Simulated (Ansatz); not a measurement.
# (SrO)2(LiCl)2 [001] superlattice, started as rocksalt type: from the cell to its phonons

Wanted: phonon frequencies of (SrO)2(LiCl)2 [001] superlattice, started as rocksalt type and what follows from them.

Method: DFT LDA, scalar-relativistic, plane waves, PAW, in Ansatz 0.2.0.

Most raw output is cut from this account.

The structure was built from a prototype and need not be the compound's stable phase.

**1. Starting point**

The structure is tetragonal, space group P4/nmm (No. 129). The conventional cell has a = 3.642 Å, b = 3.642 Å, c = 10.300 Å, α = 90.00°, β = 90.00°, γ = 90.00°. Nearest to Cl lie 1 Sr at 2.58 Å and 5 Li at 2.58 Å. Nearest to Li lie 5 Cl at 2.58 Å and 1 O at 2.58 Å. Nearest to O lie 5 Sr at 2.58 Å and 1 Li at 2.58 Å. Sr has 5 O at 2.58 Å and 1 Cl at 2.58 Å nearest. Farther neighbours and most contacts between anions are not listed.

Coordinates:

```cif
data_structure
_symmetry_space_group_name_H-M 'P 1'
_symmetry_Int_Tables_number 1
_cell_length_a 3.6416
_cell_length_b 3.6416
_cell_length_c 10.3000
_cell_angle_alpha 90.000
_cell_angle_beta 90.000
_cell_angle_gamma 90.000
_cell_volume 136.59
loop_
_atom_site_label
_atom_site_type_symbol
_atom_site_fract_x
_atom_site_fract_y
_atom_site_fract_z
_atom_site_occupancy
Cl1 Cl 0.50000 0.50000 0.50000 1
Cl2 Cl 0.00000 0.00000 0.75000 1
Li3 Li 0.00000 0.00000 0.50000 1
Li4 Li 0.50000 0.50000 0.75000 1
O5 O 0.50000 0.50000 0.00000 1
O6 O 0.00000 0.00000 0.25000 1
Sr7 Sr 0.00000 0.00000 0.00000 1
Sr8 Sr 0.50000 0.50000 0.25000 1
```

**2. Coarse relaxation**

The start is far from rest, so a relaxation with loose tolerances brings it close first.

input.yaml reads:

```yaml
crystal:
  lattice:
    - [2.575, 2.575, 0.0]
    - [-2.575, 2.575, 0.0]
    - [0.0, 0.0, 10.3]
  atoms:
    - { symbol: Cl, position: [0.5, 0.5, 0.5] }
    - { symbol: Cl, position: [0.0, 0.0, 0.75] }
    - { symbol: Li, position: [0.0, 0.0, 0.5] }
    - { symbol: Li, position: [0.5, 0.5, 0.75] }
    - { symbol: O, position: [0.5, 0.5, 0.0] }
    - { symbol: O, position: [0.0, 0.0, 0.25] }
    - { symbol: Sr, position: [0.0, 0.0, 0.0] }
    - { symbol: Sr, position: [0.5, 0.5, 0.25] }
kpoints:
  mp_grid: { grid: [6, 6, 2] }
hamiltonian:
  xc: lda
scf:
  occupations: { method: gaussian, width: 0.1 }
output:
  forces: true
  stress: true
  eigenvalues: true
relax:
  adjacent_minimum: "off"
  f_tol: 0.05
  max_steps: 80
  cell: { stress_tol: 0.5 }
```

The run is started by

```
> ansatz run input.yaml --threads 8 --pin off --max-ram 14336MiB --backend cpu --events-out ev --progress --plain --runs-dir out
```

Wall time 4 s (8 threads of AMD EPYC 9R45 (Zen 5), shared host); peak memory 0.63 GiB.

Relaxation path:

| step | energy less that of the first step (eV) | largest force component (eV/Å) | pressure (GPa) | volume (Å³) |
| --- | --- | --- | --- | --- |
| 1 | 0.0000 | 2.0272 | -1.95 | 136.59 |
| 2 | -0.5127 | 1.3807 | 0.56 | 127.94 |
| 3 | -0.6662 | 0.3119 | -0.25 | 129.08 |
| 4 | -0.6877 | 0.1609 | -0.11 | 128.99 |
| 5 | -0.7209 | 0.1113 | 0.53 | 127.99 |
| 6 | -0.7335 | 0.0429 | 0.54 | 128.31 |
| 7 | -0.7325 | 0.0245 | -0.35 | 129.98 |
| 8* | -0.7243 | 0.0248 | -0.45 | 129.98 |
| 9 | -0.7268 | 0.0079 | -0.04 | 129.18 |
| 10* | -0.7257 | 0.0079 | -0.05 | 129.18 |

Relaxation steps marked * repeat the geometry before them on a plane-wave basis chosen anew for their cell, so energy and pressure can jump there.

Forces are held to the 16 operations that the run works with; a distortion that breaks them can't arise in this run.

| conventional cell, symmetrised | before | after | change |
| --- | --- | --- | --- |
| a (Å) | 3.642 | 3.542 | -2.7 % |
| b (Å) | 3.642 | 3.542 | -2.7 % |
| c (Å) | 10.300 | 10.299 | -0.0 % |
| volume (Å³/atom) | 17.07 | 16.15 | -5.4 % |

The atoms that moved most (Å, as changes of fractional coordinates times the final cell):

| atom | dx | dy | dz | length |
| --- | --- | --- | --- | --- |
| Li3 | 0.000 | 0.000 | -0.418 | 0.418 |
| Li4 | 0.000 | 0.000 | 0.418 | 0.418 |
| Cl1 | 0.000 | 0.000 | 0.124 | 0.124 |
| Cl2 | 0.000 | 0.000 | -0.124 | 0.124 |
| Sr7 | 0.000 | 0.000 | 0.051 | 0.051 |
| Sr8 | 0.000 | 0.000 | -0.051 | 0.051 |
| O5 | 0.000 | 0.000 | -0.015 | 0.015 |
| O6 | 0.000 | 0.000 | 0.015 | 0.015 |

A gap read on the k-mesh alone can miss the band edges.

This step gave:

```yaml
pressure: -0.04754 GPa
gap_on_the_k_mesh: 3.547 eV
volume_per_atom: 16.15 Å³
direct_gap_on_mesh: 3.552 eV
```

In this step the volume went from 17.07 to 16.15 Å³/atom.

**3. Bringing the structure to rest**

The cell and atoms are relaxed, since residual forces and stress would shift the frequencies.

input.yaml reads:

```yaml
crystal:
  lattice:
    - [2.5042905392, 2.5042905392, 0.0]
    - [-2.5042905392, 2.5042905392, 0.0]
    - [0.0, 0.0, 10.2993254208]
  atoms:
    - { symbol: Cl, position: [0.5, 0.5, 0.5120791716] }
    - { symbol: Cl, position: [0.0, 0.0, 0.7379208284] }
    - { symbol: Li, position: [0.0, 0.0, 0.4593943435] }
    - { symbol: Li, position: [0.5, 0.5, 0.7906056565] }
    - { symbol: O, position: [0.5, 0.5, -0.0014721438] }
    - { symbol: O, position: [0.0, 0.0, 0.2514721438] }
    - { symbol: Sr, position: [0.0, 0.0, 0.0049806191] }
    - { symbol: Sr, position: [0.5, 0.5, 0.2450193809] }
kpoints:
  mp_grid: { grid: [6, 6, 2] }
hamiltonian:
  xc: lda
scf:
  occupations: { method: gaussian, width: 0.02 }
output:
  forces: true
  stress: true
  eigenvalues: true
relax:
  adjacent_minimum: "off"
  f_tol: 0.005
  max_steps: 80
  cell: { stress_tol: 0.05 }
```

Run time: 1.8 s. Hardware: 8 threads; peak memory 0.62 GiB.

The steps of the relaxation:

| step | energy less that of the first step (eV) | largest force component (eV/Å) | pressure (GPa) | volume (Å³) |
| --- | --- | --- | --- | --- |
| 1 | 0.0000 | 0.0079 | -0.05 | 129.18 |
| 2 | -0.0002 | 0.0070 | 0.02 | 129.14 |
| 3 | -0.0001 | 0.0131 | 0.01 | 129.17 |
| 4 | -0.0001 | 0.0020 | 0.00 | 129.20 |
| 5* | 0.0000 | 0.0020 | 0.00 | 129.20 |

Relaxation steps marked * repeat the geometry before them on a plane-wave basis chosen anew for their cell, so energy and pressure can jump there.

Forces are held to the 16 operations that the run works with; a distortion that breaks them can't arise in this run.

| conventional cell, symmetrised | before | after | change |
| --- | --- | --- | --- |
| a (Å) | 3.542 | 3.539 | -0.1 % |
| b (Å) | 3.542 | 3.539 | -0.1 % |
| c (Å) | 10.299 | 10.317 | +0.2 % |
| volume (Å³/atom) | 16.15 | 16.15 | +0.0 % |

Numbers from this step:

```yaml
pressure: -0.001710 GPa
direct_gap_on_mesh: 3.551 eV
```

In this step the volume went from 16.15 to 16.15 Å³/atom.

**4. Tight relaxation**

Phonons need a cell at rest on their own settings, so the relaxation is repeated with tight tolerances on forces and stress, using the mesh and the filling of the phonon run that follows.

input.yaml reads:

```yaml
crystal:
  lattice:
    - [2.5023482207, 2.5023482207, 0.0]
    - [-2.5023482207, 2.5023482207, 0.0]
    - [0.0, 0.0, 10.3167545708]
  atoms:
    - { symbol: Cl, position: [0.5, 0.5, 0.5115961899] }
    - { symbol: Cl, position: [0.0, 0.0, 0.7384038101] }
    - { symbol: Li, position: [0.0, 0.0, 0.4589821233] }
    - { symbol: Li, position: [0.5, 0.5, 0.7910178767] }
    - { symbol: O, position: [0.5, 0.5, -0.0014376256] }
    - { symbol: O, position: [0.0, 0.0, 0.2514376256] }
    - { symbol: Sr, position: [0.0, 0.0, 0.0050587536] }
    - { symbol: Sr, position: [0.5, 0.5, 0.2449412464] }
kpoints:
  mp_grid: { grid: [8, 8, 2] }
hamiltonian:
  xc: lda
scf:
  occupations: { method: fixed }
output:
  forces: true
  stress: true
  eigenvalues: true
relax:
  adjacent_minimum: "off"
  f_tol: 0.001
  max_steps: 60
  cell: { stress_tol: 0.01 }
```

Wall time 1.9 s (8 threads); peak memory 0.65 GiB; 12 s of CPU time.

Little changed from the start: no atom moved by 0.005 Å and no cell edge by 0.1 %.

Numbers from this step:

- pressure: 0.002006 GPa
- direct gap on mesh: 3.552 eV

The largest force component left is 0.80 meV/Å and the pressure is 0.002 GPa, within the tolerances set. The cell now holds 16.15 Å³/atom.

**5. Modes at Γ**

The zone centre is the only wavevector solved here; it holds the modes that light can see, as far as symmetry allows. The response to a homogeneous field gives the Born charges and the dielectric tensor, and its change with displacement the Raman tensors.

input.yaml reads:

```yaml
crystal:
  lattice:
    - [2.5022983732, 2.5022983732, 0.0]
    - [-2.5022983732, 2.5022983732, 0.0]
    - [0.0, 0.0, 10.3171677558]
  atoms:
    - { symbol: Cl, position: [0.5, 0.5, 0.5115688079] }
    - { symbol: Cl, position: [0.0, 0.0, 0.7384311921] }
    - { symbol: Li, position: [0.0, 0.0, 0.4589302711] }
    - { symbol: Li, position: [0.5, 0.5, 0.7910697289] }
    - { symbol: O, position: [0.5, 0.5, -0.0013988028] }
    - { symbol: O, position: [0.0, 0.0, 0.2513988028] }
    - { symbol: Sr, position: [0.0, 0.0, 0.0050629087] }
    - { symbol: Sr, position: [0.5, 0.5, 0.2449370913] }
kpoints:
  mp_grid: { grid: [8, 8, 2] }
hamiltonian:
  xc: lda
scf:
  occupations: { method: fixed }
output:
  eigenvalues: true
phonons:
  method: dfpt
  dielectric: true
  rigid_motions: translations
  raman: true
```

Run time: 33 s. Hardware: 8 threads; peak memory 2.9 GiB; 3.5 min of CPU time.

This step gave:

- sum-rule residual before enforcement: 1.30e-4 eV/Å²
- miss of the charge sum rule: 0.008599 e
- estimated error of the dielectric tensor: 0.01084
- estimated error of the Born charges: 0.01206 e
- point group: 4/mmm
- highest optical mode at the zone centre (no LO-TO term): 352.3 cm⁻¹
- lowest optical zone-centre mode: 69.83 cm⁻¹
- mean high-frequency dielectric constant: 3.501
- largest Born charge (third of the trace): 2.402 e
- mean static dielectric constant: 18.97
- top of the zone-centre spectrum with the field: 475.5 cm⁻¹

Without the LO-TO term. Patterns of degenerate modes are one choice out of their space. The modes at Γ (shares of kinetic energy by element, %):

| mode | frequency (cm⁻¹) | symmetry | Cl % | Li % | O % | Sr % |
| --- | --- | --- | --- | --- | --- | --- |
| 1 | 0.0 | acoustic | 24 | 5 | 11 | 60 |
| 2 | 0.0 | acoustic | 24 | 5 | 11 | 60 |
| 3 | 0.0 | acoustic | 24 | 5 | 11 | 60 |
| 4 | 69.8 | Eu | 74 | 0 | 1 | 25 |
| 5 | 69.8 | Eu | 74 | 0 | 1 | 25 |
| 6 | 92.5 | Eg | 19 | 6 | 9 | 65 |
| 7 | 92.5 | Eg | 19 | 6 | 9 | 65 |
| 8 | 114.5 | Eg | 78 | 0 | 1 | 21 |
| 9 | 114.5 | Eg | 78 | 0 | 1 | 21 |
| 10 | 137.4 | A2u | 0 | 73 | 27 | 0 |
| 11 | 138.9 | A1g | 37 | 13 | 3 | 47 |
| 12 | 209.8 | A1g | 15 | 41 | 7 | 38 |
| 13 | 216.4 | A2u | 71 | 0 | 0 | 29 |
| 14 | 222.0 | Eu | 2 | 64 | 22 | 11 |
| 15 | 222.0 | Eu | 2 | 64 | 22 | 11 |
| 16 | 225.1 | Eg | 2 | 69 | 18 | 11 |
| 17 | 225.1 | Eg | 2 | 69 | 18 | 11 |
| 18 | 277.9 | Eu | 0 | 31 | 65 | 4 |
| 19 | 277.9 | Eu | 0 | 31 | 65 | 4 |
| 20 | 283.1 | Eg | 0 | 25 | 72 | 3 |
| 21 | 283.1 | Eg | 0 | 25 | 72 | 3 |
| 22 | 290.8 | A1g | 29 | 35 | 36 | 0 |
| 23 | 339.7 | A1g | 19 | 12 | 54 | 15 |
| 24 | 352.3 | A2u | 5 | 22 | 62 | 11 |

Displacements in mode 4 (69.8 cm⁻¹), the largest set to 1:
```
Cl1  0.13  1.00  0.00
Cl2  0.13  1.00  0.00
Li3  0.00  0.03  0.00
Li4  0.00  0.03  0.00
O5  -0.02 -0.19  0.00
O6  -0.02 -0.19  0.00
Sr7 -0.05 -0.37  0.00
Sr8 -0.05 -0.37  0.00
```

Displacements in mode 11 (138.9 cm⁻¹), the largest set to 1:
```
Cl1  0.00  0.00 -0.75
Cl2  0.00  0.00  0.75
Li3  0.00  0.00 -1.00
Li4  0.00  0.00  1.00
O5   0.00  0.00  0.31
O6   0.00  0.00 -0.31
Sr7  0.00  0.00  0.54
Sr8  0.00  0.00 -0.54
```

Optical modes at the zone centre, without and with the macroscopic field of the longitudinal modes; each column is sorted by frequency, so a row need not hold one and the same mode. Modes with and without the field, by row:

| rank among optical modes | no field (cm⁻¹) | q along (1, 0, 0) (cm⁻¹) | q along (0, 0, 1) (cm⁻¹) |
| --- | --- | --- | --- |
| 1 | 69.8 | 69.8 | 69.8 |
| 2 | 69.8 | 91.4 | 69.8 |
| 3 | 92.5 | 92.5 | 92.5 |
| 4 | 92.5 | 92.5 | 92.5 |
| 5 | 114.5 | 114.5 | 114.5 |
| 6 | 114.5 | 114.5 | 114.5 |
| 7 | 137.4 | 137.4 | 138.9 |
| 8 | 138.9 | 138.9 | 199.7 |
| 9 | 209.8 | 209.8 | 209.8 |
| 10 | 216.4 | 216.4 | 222 |
| 11 | 222 | 222 | 222 |
| 12 | 222 | 222 | 225.1 |
| 13 | 225.1 | 225.1 | 225.1 |
| 14 | 225.1 | 225.1 | 277.9 |
| 15 | 277.9 | 277.9 | 277.9 |
| 16 | 277.9 | 283.1 | 283.1 |
| 17 | 283.1 | 283.1 | 283.1 |
| 18 | 283.1 | 290.8 | 290.8 |
| 19 | 290.8 | 339.7 | 316.6 |
| 20 | 339.7 | 352.3 | 339.7 |
| 21 | 352.3 | 475.5 | 413.2 |

Born charge (rows field, columns displacement) (e), principal values of the symmetric part by kind of site:

| atom | atoms with these values | low | middle | high | mean |
| --- | --- | --- | --- | --- | --- |
| Cl1 | 2 | -1.31 | -1.13 | -1.13 | -1.19 |
| Li3 | 2 | 1.14 | 1.17 | 1.17 | 1.16 |
| O5 | 2 | -2.53 | -2.53 | -2.05 | -2.37 |
| Sr7 | 2 | 2.23 | 2.49 | 2.49 | 2.40 |

In full for Sr7:

```
2.49 0.00 0.00
0.00 2.49 0.00
0.00 0.00 2.23
```

High-frequency dielectric tensor:

```
3.51 0.00 0.00
0.00 3.51 0.00
0.00 0.00 3.48
```

Static dielectric tensor (ions relaxed, fixed cell):

```
17.62  0.00  0.00
 0.00 17.62  0.00
 0.00  0.00 21.68
```

Transverse modes. Lines of the infrared spectrum (strongest = 100):

| position (cm⁻¹) | relative intensity |
| --- | --- |
| 70 | 7.5 |
| 92 | 0.0 |
| 114 | 0.0 |
| 137 | 31 |
| 139 | 0.0 |
| 210 | 0.0 |
| 216 | 7.4 |
| 222 | 0.0 |
| 225 | 0.0 |
| 278 | 100 |
| 283 | 0.0 |
| 291 | 0.0 |
| 340 | 0.0 |
| 352 | 4.0 |

Activity x (w_L - w)^4 (n + 1)/w, 532 nm, 300 K; modes without the macroscopic field alone. Raman lines, with heights relative to the strongest:

| position (cm⁻¹) | relative intensity |
| --- | --- |
| 70 | 0.0 |
| 92 | 14 |
| 114 | 55 |
| 137 | 0.0 |
| 139 | 100 |
| 210 | 19 |
| 216 | 0.0 |
| 222 | 0.0 |
| 225 | 0.5 |
| 278 | 0.0 |
| 283 | 4.2 |
| 291 | 6.3 |
| 340 | 11 |
| 352 | 0.0 |

Before it was imposed, the acoustic sum rule was missed by 1.3e-4 eV/Å² and the charge sum rule by 0.0086 e. Small misses are needed for a sound result but don't prove that mesh and cutoff are converged. The lowest optical mode is real, 69.8 cm⁻¹.

**6. Another isotope, element Cl, natural mass 35.45 amu**

An isotope changes the mass and not the force constants, so no new electronic calculation is needed; the shifts show which modes move this element.

The same force constants with the mass of Cl changed from 35.450 to 36.966 u (phonopy, no LO-TO term). Both lists are sorted by frequency; levels can cross, so a row need not hold one and the same mode. Modes under 3 cm⁻¹ are left out. Isotope shifts, by row:

| q | rank | natural mass (cm⁻¹) | changed mass (cm⁻¹) |
| --- | --- | --- | --- |
| 0 0 0 | 4 | 69.83 | 68.77 |
| 0 0 0 | 5 | 69.83 | 68.77 |
| 0 0 0 | 6 | 92.46 | 92.06 |
| 0 0 0 | 7 | 92.46 | 92.06 |
| 0 0 0 | 8 | 114.5 | 112.7 |
| 0 0 0 | 9 | 114.5 | 112.7 |
| 0 0 0 | 10 | 137.4 | 137.4 |
| 0 0 0 | 11 | 138.9 | 137.8 |
| 0 0 0 | 12 | 209.8 | 209.1 |
| 0 0 0 | 13 | 216.4 | 213.2 |
| 0 0 0 | 14 | 222 | 221.9 |
| 0 0 0 | 15 | 222 | 221.9 |
| 0 0 0 | 16 | 225.1 | 225 |
| 0 0 0 | 17 | 225.1 | 225 |
| 0 0 0 | 18 | 277.9 | 277.9 |
| 0 0 0 | 19 | 277.9 | 277.9 |
| 0 0 0 | 20 | 283.1 | 283.1 |
| 0 0 0 | 21 | 283.1 | 283.1 |
| 0 0 0 | 22 | 290.8 | 289 |
| 0 0 0 | 23 | 339.7 | 338.4 |
| 0 0 0 | 24 | 352.3 | 351.9 |

A mode of this element alone would shift by -2.07 %. The highest zone-centre frequency without the field goes from 352.3 to 351.9 cm⁻¹ (-0.1 %). The product of the frequency ratios over all optical modes at Γ is 0.896; the product rule, (m/m′)^(3k/2) (M′/M)^(3/2) with k = 2 such atoms and M the mass of the cell, gives 0.896.

**7. Another isotope, element Li, natural mass 6.94 amu**

The same for Li, from 6.94 to 6.02 u.

A mode of this element alone would shift by +7.41 %. The highest zone-centre frequency without the field goes from 352.3 to 358.3 cm⁻¹ (+1.7 %). The product of the frequency ratios over all optical modes at Γ is 1.521; the product rule, (m/m′)^(3k/2) (M′/M)^(3/2) with k = 2 such atoms and M the mass of the cell, gives 1.521.

**8. Isotope substitution, element O, natural mass 15.999 amu**

The same for O, from 16.00 to 18.00 u.

The same force constants with the mass of O changed from 15.999 to 17.999 u (phonopy, no LO-TO term). Both lists are sorted by frequency; levels can cross, so a row need not hold one and the same mode. Modes under 3 cm⁻¹ are left out. Isotope shifts, by row:

| q | rank | natural mass (cm⁻¹) | changed mass (cm⁻¹) |
| --- | --- | --- | --- |
| 0 0 0 | 4 | 69.83 | 69.78 |
| 0 0 0 | 5 | 69.83 | 69.78 |
| 0 0 0 | 6 | 92.46 | 91.91 |
| 0 0 0 | 7 | 92.46 | 91.91 |
| 0 0 0 | 8 | 114.5 | 114.5 |
| 0 0 0 | 9 | 114.5 | 114.5 |
| 0 0 0 | 10 | 137.4 | 135.2 |
| 0 0 0 | 11 | 138.9 | 138.6 |
| 0 0 0 | 12 | 209.8 | 208.9 |
| 0 0 0 | 13 | 216.4 | 216.4 |
| 0 0 0 | 14 | 222 | 218.6 |
| 0 0 0 | 15 | 222 | 218.6 |
| 0 0 0 | 16 | 225.1 | 222.2 |
| 0 0 0 | 17 | 225.1 | 222.2 |
| 0 0 0 | 18 | 277.9 | 268.1 |
| 0 0 0 | 19 | 277.9 | 268.1 |
| 0 0 0 | 20 | 283.1 | 272.1 |
| 0 0 0 | 21 | 283.1 | 272.1 |
| 0 0 0 | 22 | 290.8 | 283.5 |
| 0 0 0 | 23 | 339.7 | 330.6 |
| 0 0 0 | 24 | 352.3 | 339.9 |

A mode of this element alone would shift by -5.72 %. The highest zone-centre frequency without the field goes from 352.3 to 339.9 cm⁻¹ (-3.5 %). The product of the frequency ratios over all optical modes at Γ is 0.717; the product rule, (m/m′)^(3k/2) (M′/M)^(3/2) with k = 2 such atoms and M the mass of the cell, gives 0.717.

**9. Another isotope, element Sr, natural mass 87.62 amu**

The same for Sr, from 87.62 to 85.91 u.

The same force constants with the mass of Sr changed from 87.620 to 85.909 u (phonopy, no LO-TO term). Both lists are sorted by frequency; levels can cross, so a row need not hold one and the same mode. Modes under 3 cm⁻¹ are left out. Isotope shifts, by row:

| q | rank | natural mass (cm⁻¹) | changed mass (cm⁻¹) |
| --- | --- | --- | --- |
| 0 0 0 | 4 | 69.83 | 70.01 |
| 0 0 0 | 5 | 69.83 | 70.01 |
| 0 0 0 | 6 | 92.46 | 93.05 |
| 0 0 0 | 7 | 92.46 | 93.05 |
| 0 0 0 | 8 | 114.5 | 114.7 |
| 0 0 0 | 9 | 114.5 | 114.7 |
| 0 0 0 | 10 | 137.4 | 137.4 |
| 0 0 0 | 11 | 138.9 | 139.5 |
| 0 0 0 | 12 | 209.8 | 210.6 |
| 0 0 0 | 13 | 216.4 | 217 |
| 0 0 0 | 14 | 222 | 222.3 |
| 0 0 0 | 15 | 222 | 222.3 |
| 0 0 0 | 16 | 225.1 | 225.3 |
| 0 0 0 | 17 | 225.1 | 225.3 |
| 0 0 0 | 18 | 277.9 | 278 |
| 0 0 0 | 19 | 277.9 | 278 |
| 0 0 0 | 20 | 283.1 | 283.2 |
| 0 0 0 | 21 | 283.1 | 283.2 |
| 0 0 0 | 22 | 290.8 | 290.8 |
| 0 0 0 | 23 | 339.7 | 340.2 |
| 0 0 0 | 24 | 352.3 | 352.6 |

A mode of this element alone would shift by +0.99 %. The highest zone-centre frequency without the field goes from 352.3 to 352.6 cm⁻¹ (+0.1 %). The product of the frequency ratios over all optical modes at Γ is 1.043; the product rule, (m/m′)^(3k/2) (M′/M)^(3/2) with k = 2 such atoms and M the mass of the cell, gives 1.042.

**10. Results**

- space group after relaxation (within 0.01 Å): P4/nmm
- volume per atom: 16.2 Å³
- gap on the k-mesh: 3.55 eV
- highest optical mode at the zone centre (no LO-TO term): 352 cm⁻¹
- top of the zone-centre spectrum with the field: 475 cm⁻¹
- lowest optical zone-centre mode: 69.8 cm⁻¹
- mean high-frequency dielectric constant: 3.50
- mean static dielectric constant: 19.0
- largest Born charge (third of the trace): 2.40 e
- imaginary modes at Γ (the only wavevector solved): none

What this shows: The structure is stable against zone-centre distortions, since no mode there is imaginary; other wavevectors were not solved, so zone-boundary instabilities are untested. Without the field, the optical modes at Γ span 70 to 352 cm⁻¹. No dispersion was computed. With the macroscopic field of the longitudinal modes the top of the zone-centre spectrum lies at 475 cm⁻¹, against 352 cm⁻¹ without it. Lattice motion raises the mean dielectric constant from 3.501 to 18.97. The strongest infrared line is at 278 cm⁻¹. Averaged over orientations, the strongest Raman line at 532 nm and 300 K is at 139 cm⁻¹. The starting cell was built on a prototype and not taken from a measurement, so the phase need not exist. These are harmonic frequencies at zero temperature: anharmonic shifts, linewidths and thermal expansion are left out.

[Logs are printed without paths, hosts, clocks, repeated set-up lines and the standing remarks that a program may print on its own settings, such as how far it seeks lower states.]

[Hosts, paths, dates, database ids (printed as entryN), source tags and the programs' standing remarks are cut or masked in the printed files.]
